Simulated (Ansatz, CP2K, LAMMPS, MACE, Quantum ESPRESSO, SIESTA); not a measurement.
**Amorphous 89SiO2-11B2O3 (mol %) (90 atoms): one relaxed cell, several methods**

What does relaxation change in amorphous 89SiO2-11B2O3 (mol %) (90 atoms), and how far do other programs agree with plane waves on the relaxed cell?

These are calculated values.

### 1. Set-up

The cell holds 90 atoms (25 Si, 6 B and 59 O), with edges of 10.98, 10.98 and 10.98 Å. Recipe: 90 atoms (25 Si, 6 B, 59 O) placed at random at 2.15 g/cm³, melted at 4000 K for 10 ps at fixed volume with the Buckingham and Coulomb pair potential of Guillot and Sator (Geochim. Cosmochim. Acta 71, 1249 (2007)) with the boron terms of Wang et al. (J. Non-Cryst. Solids 498, 294 (2018)). Quenched from 4000 K to 300 K at 100 K/ps and fixed volume, held 5 ps, then minimised at fixed cell. Then the atoms were relaxed with MACE MPA-0 medium in the fixed cell. Then the atoms were relaxed with CP2K double zeta, PBE.

### 2. The relaxation

CP2K double zeta (DZVP-MOLOPT-SR, GTH-PBE potentials, 480 Ry; k-points Γ) took 10 geometry steps and reached its thresholds. It started from the geometry that MACE MPA-0 medium had relaxed.

Wall time 6.6 min (4 MPI ranks of Intel Xeon Platinum 8488C (Sapphire Rapids), shared host); peak memory 2.5 GiB; 27 min of CPU time.

|  | before | after |
| --- | --- | --- |
| energy (meV/atom) | 0 | -2.0 |
| Si-O bonds under 2.16 Å | 100 at 1.650 Å | 100 at 1.653 Å |
| B-O bonds under 1.83 Å | 19 at 1.402 Å | 19 at 1.407 Å |

Atoms moved by 0.02 Å r.m.s. and 0.05 Å at most, with the common shift taken off.

### 3. Structure of the relaxed cell

Density 2.15 g/cm³, 14.70 Å³ an atom.

Pair distribution functions g(r), in bins of 0.2 Å:

| r (Å) | total | O-O | O-Si | O-B | Si-Si | Si-B | B-B |
| --- | --- | --- | --- | --- | --- | --- | --- |
| 1.30 | 0.90 | 0.00 | 0.00 | 10.25 | 0.00 | 0.00 | 0.00 |
| 1.50 | 0.52 | 0.00 | 0.43 | 4.16 | 0.00 | 0.00 | 0.00 |
| 1.70 | 4.53 | 0.00 | 12.45 | 0.00 | 0.00 | 0.00 | 0.00 |
| 1.90 | 0.08 | 0.00 | 0.21 | 0.00 | 0.00 | 0.00 | 0.00 |
| 2.10 | 0.00 | 0.00 | 0.00 | 0.00 | 0.00 | 0.00 | 0.00 |
| 2.30 | 0.28 | 0.59 | 0.00 | 0.26 | 0.00 | 0.00 | 0.00 |
| 2.50 | 0.66 | 1.44 | 0.00 | 0.00 | 0.00 | 0.55 | 4.59 |
| 2.70 | 2.06 | 4.60 | 0.00 | 0.21 | 0.00 | 1.91 | 0.00 |
| 2.90 | 0.92 | 1.21 | 0.08 | 0.00 | 2.35 | 5.13 | 0.00 |
| 3.10 | 0.61 | 0.42 | 0.51 | 0.61 | 2.47 | 0.00 | 0.00 |
| 3.30 | 0.87 | 0.41 | 0.82 | 1.77 | 2.67 | 0.64 | 2.73 |
| 3.50 | 0.83 | 0.74 | 0.97 | 1.82 | 0.00 | 0.00 | 0.00 |
| 3.70 | 0.81 | 0.52 | 1.15 | 1.64 | 0.12 | 0.27 | 0.00 |
| 3.90 | 1.01 | 0.66 | 1.50 | 1.17 | 0.43 | 0.91 | 1.90 |
| 4.10 | 1.19 | 0.66 | 1.83 | 1.78 | 0.40 | 1.48 | 0.00 |
| 4.30 | 1.12 | 0.89 | 1.59 | 0.48 | 1.00 | 0.77 | 1.64 |
| 4.50 | 0.97 | 1.00 | 0.97 | 0.58 | 1.24 | 1.04 | 0.00 |
| 4.70 | 1.04 | 1.28 | 0.68 | 1.00 | 1.06 | 1.89 | 1.36 |
| 4.90 | 1.08 | 1.42 | 0.59 | 0.80 | 1.27 | 1.75 | 3.62 |
| 5.10 | 1.09 | 1.52 | 0.71 | 0.74 | 1.03 | 0.81 | 0.00 |
| 5.30 | 0.91 | 1.20 | 0.65 | 0.79 | 0.95 | 0.25 | 1.03 |

Bonds by pair of elements; cutoffs follow the first minimum of g(r), held within bounds set by covalent radii, and pairs that aren't listed don't count as bonded:

| pair A-B | cutoff (Å) | bonds | mean length (Å) | spread (Å) | shortest (Å) | B about A | A about B |
| --- | --- | --- | --- | --- | --- | --- | --- |
| O-Si | 2.16 | 100 | 1.65 | 0.038 | 1.59 | 1.70 | 4 |
| O-B | 1.83 | 19 | 1.41 | 0.044 | 1.36 | 0.322 | 3.17 |

How many atoms have how many bonded neighbours:

| element | mean | 2 | 3 | 4 |
| --- | --- | --- | --- | --- |
| B | 3.17 | 0 | 5 | 1 |
| O | 2.02 | 58 | 1 | 0 |
| Si | 4 | 0 | 0 | 25 |

Bond angles (no mean is given where the spread exceeds 20°):

| angle | count | mean (°) | spread (°) |
| --- | --- | --- | --- |
| O-Si-O | 150 | 109 | 5.7 |
| Si-O-Si | 43 | 143 | 17.7 |
| O-B-O | 21 | 117 | 5.7 |
| B-O-Si | 17 | 136 | 12.2 |
| B-O-B | 1 | 135 | 0 |

Oxygen atoms by the number of network formers (Si, P, Ge, B, Al, As, Ga) bound to them:

| network formers bound to O | O atoms | per cent |
| --- | --- | --- |
| 0 | 0 | 0 |
| 1 | 0 | 0 |
| 2 | 58 | 98.3 |
| 3 | 1 | 1.7 |

Network units: each former by its oxygen neighbours and how many of them bridge to another former:

| former | O neighbours | bridging O | atoms |
| --- | --- | --- | --- |
| Si | 4 | 4 | 25 |
| B | 3 | 3 | 5 |
| B | 4 | 4 | 1 |

Bond length by coordination (bonds to H left out):

| element | coordination | atoms | mean bond length (Å) |
| --- | --- | --- | --- |
| B | 3 | 5 | 1.39 |
| B | 4 | 1 | 1.49 |
| O | 2 | 58 | 1.61 |
| O | 3 | 1 | 1.82 |

Rings of the network by King's shortest-path rule, up to 12 atoms, one path for each pair of neighbours; H, halogens, alkali and alkaline-earth atoms are left out, and the last column divides by all other atoms, bonded or not:

| ring size (atoms) | rings | per network atom |
| --- | --- | --- |
| 6 | 3 | 0.033 |
| 8 | 6 | 0.067 |
| 10 | 9 | 0.1 |
| 12 | 15 | 0.167 |

By these cutoffs 83 % of B atoms have 3, 98 % of O atoms have 2 and all Si atoms have 4 bonded neighbours. The O-Si-O angle averages 109° with a spread of 6°. 98 % of the oxygens bridge two formers (Si and B) and 0 % are non-bridging; 2 % join three. The commonest Si unit has 4 oxygens, 4 of them shared with other formers (25 of 25 atoms). Rings of 12 atoms are the most common (45 % of those counted); sizes run from 6 to 12, where the search stops.

### 4. The plane-wave reference

Quantum ESPRESSO 7.5: Kohn-Sham DFT, PBE, SSSP efficiency 1.3.0 pseudopotentials, plane waves. Its input for the relaxed cell:

```
&control
  calculation = 'scf'
  pseudo_dir = './pseudo'
  outdir = './tmp'
  disk_io = 'none'
  tprnfor = .true.
  tstress = .true.
/
&system
  ibrav = 0
  nat = 90
  ntyp = 3
  ecutwfc = 60
  ecutrho = 480
  nosym = .true.
  occupations = 'smearing'
  smearing = 'fd'
  degauss = 0.003675
/
&electrons
  conv_thr = 4.5e-07
  electron_maxstep = 100
  mixing_beta = 0.4
  mixing_mode = 'plain'
  diagonalization = 'david'
/
ATOMIC_SPECIES
Si 28.085 Si.upf
B 10.810 B.upf
O 15.999 O.upf
CELL_PARAMETERS angstrom
10.97870 0.00000 0.00000
0.00000 10.97870 0.00000
0.00000 0.00000 10.97870
ATOMIC_POSITIONS crystal
Si 0.88714 0.99029 0.43161
Si 0.50300 0.92044 0.40240
Si 0.92414 0.69014 0.83961
[... 85 atom lines left out ...]
O 0.32584 0.36099 0.11849
O 0.57823 0.60637 0.24716
K_POINTS gamma
```

Elapsed: 3.1 min, on 4 MPI ranks of Intel Xeon Platinum 8488C (Sapphire Rapids), shared host; peak memory 4.4 GiB.

### 5. All levels at this geometry

CPU times are from a shared host and are rough.

| level | basis or training data | k-points | own r.m.s. force (meV/Å) | difference from the reference (meV/Å) | pressure (GPa) | Kohn-Sham gap (eV) | CPU time | memory (GiB) |
| --- | --- | --- | --- | --- | --- | --- | --- | --- |
| QE, PBE | plane waves, SSSP efficiency, 60/480 Ry | Γ | 109 | - | -4.08 | 4.03 | 12 min | 4.4 |
| CP2K triple zeta, PBE | TZV2P-UZH, GTH-PBE potentials, 600 Ry | Γ | 125 | 122 | -4.94 | 4.00 | 15 min | 5.5 |
| SIESTA DZP, PBE | DZP orbitals, shift 0.01 Ry, mesh 400 Ry | Γ | 171 | 170 | -1.86 | 4.20 | 5.2 min | 2.2 |
| MACE MPA-0 medium | trained on PBE(+U) plane-wave data | - | 123 | 53 | -3.81 | - | 9.8 s | 1.0 |

The gap is the spacing of the highest filled and lowest empty Kohn-Sham level on the mesh; a dash marks partly filled levels, a spacing under 0.15 eV or a method without such levels.

### 6. Findings

Relaxation in the fixed cell lowers the energy by 2 meV/atom at its own level and moves atoms by up to 0.05 Å. The reference finds an r.m.s. force of 109 meV/Å there and a pressure of -4.08 GPa, at a geometry that CP2K double zeta made. Forces differ from the reference's by 53 meV/Å (MACE MPA-0 medium), 122 meV/Å (CP2K triple zeta, PBE) and 170 meV/Å (SIESTA DZP, PBE).

CP2K double zeta is at its own minimum here, so the reference's force is itself a measure of how the two differ. Pressures lie +0.3 GPa (MACE MPA-0 medium), -0.9 GPa (CP2K triple zeta, PBE) and +2.2 GPa (SIESTA DZP, PBE) from the reference's. The highest filled and lowest empty levels lie 4.03 eV apart in the reference, against 4.00 eV in CP2K triple zeta, PBE and 4.20 eV in SIESTA DZP, PBE. By these cutoffs 83 % of B atoms have 3, 98 % of O atoms have 2 and all Si atoms have 4 bonded neighbours. 98 % of the oxygens bridge two formers (Si and B) and 0 % are non-bridging; 2 % join three.

Caveats: The density was set by the recipe and held. One sample of a disordered cell; defect or tail levels can set the gap. Gaps are read on the mesh, which holds the band edges only if they fold onto it, and semilocal functionals tend to put them under measured ones. The quench rate of 100 K/ps is many orders above laboratory rates, so the cell is likely richer in defects and strain than a real sample. The reference samples only Γ, in a cell whose shortest periodic width is 11 Å. The plane-wave runs aren't exact: their cutoffs and mesh weren't converged further here. SIESTA's automatically made basis is far from complete, and its potentials were converted by us (checked for H, C, O, Si, Ge and Ca alone). Where levels are smeared, the DFT runs use Fermi–Dirac occupations at 580 K (0.05 eV), and energies are free energies.

[Logs are printed without paths, hosts, clocks, repeated set-up lines and the standing remarks that a program may print on its own settings, such as how far it seeks lower states.]

[Hosts, paths, dates, database ids (printed as entryN), source tags and the programs' standing remarks are cut or masked in the printed files.]
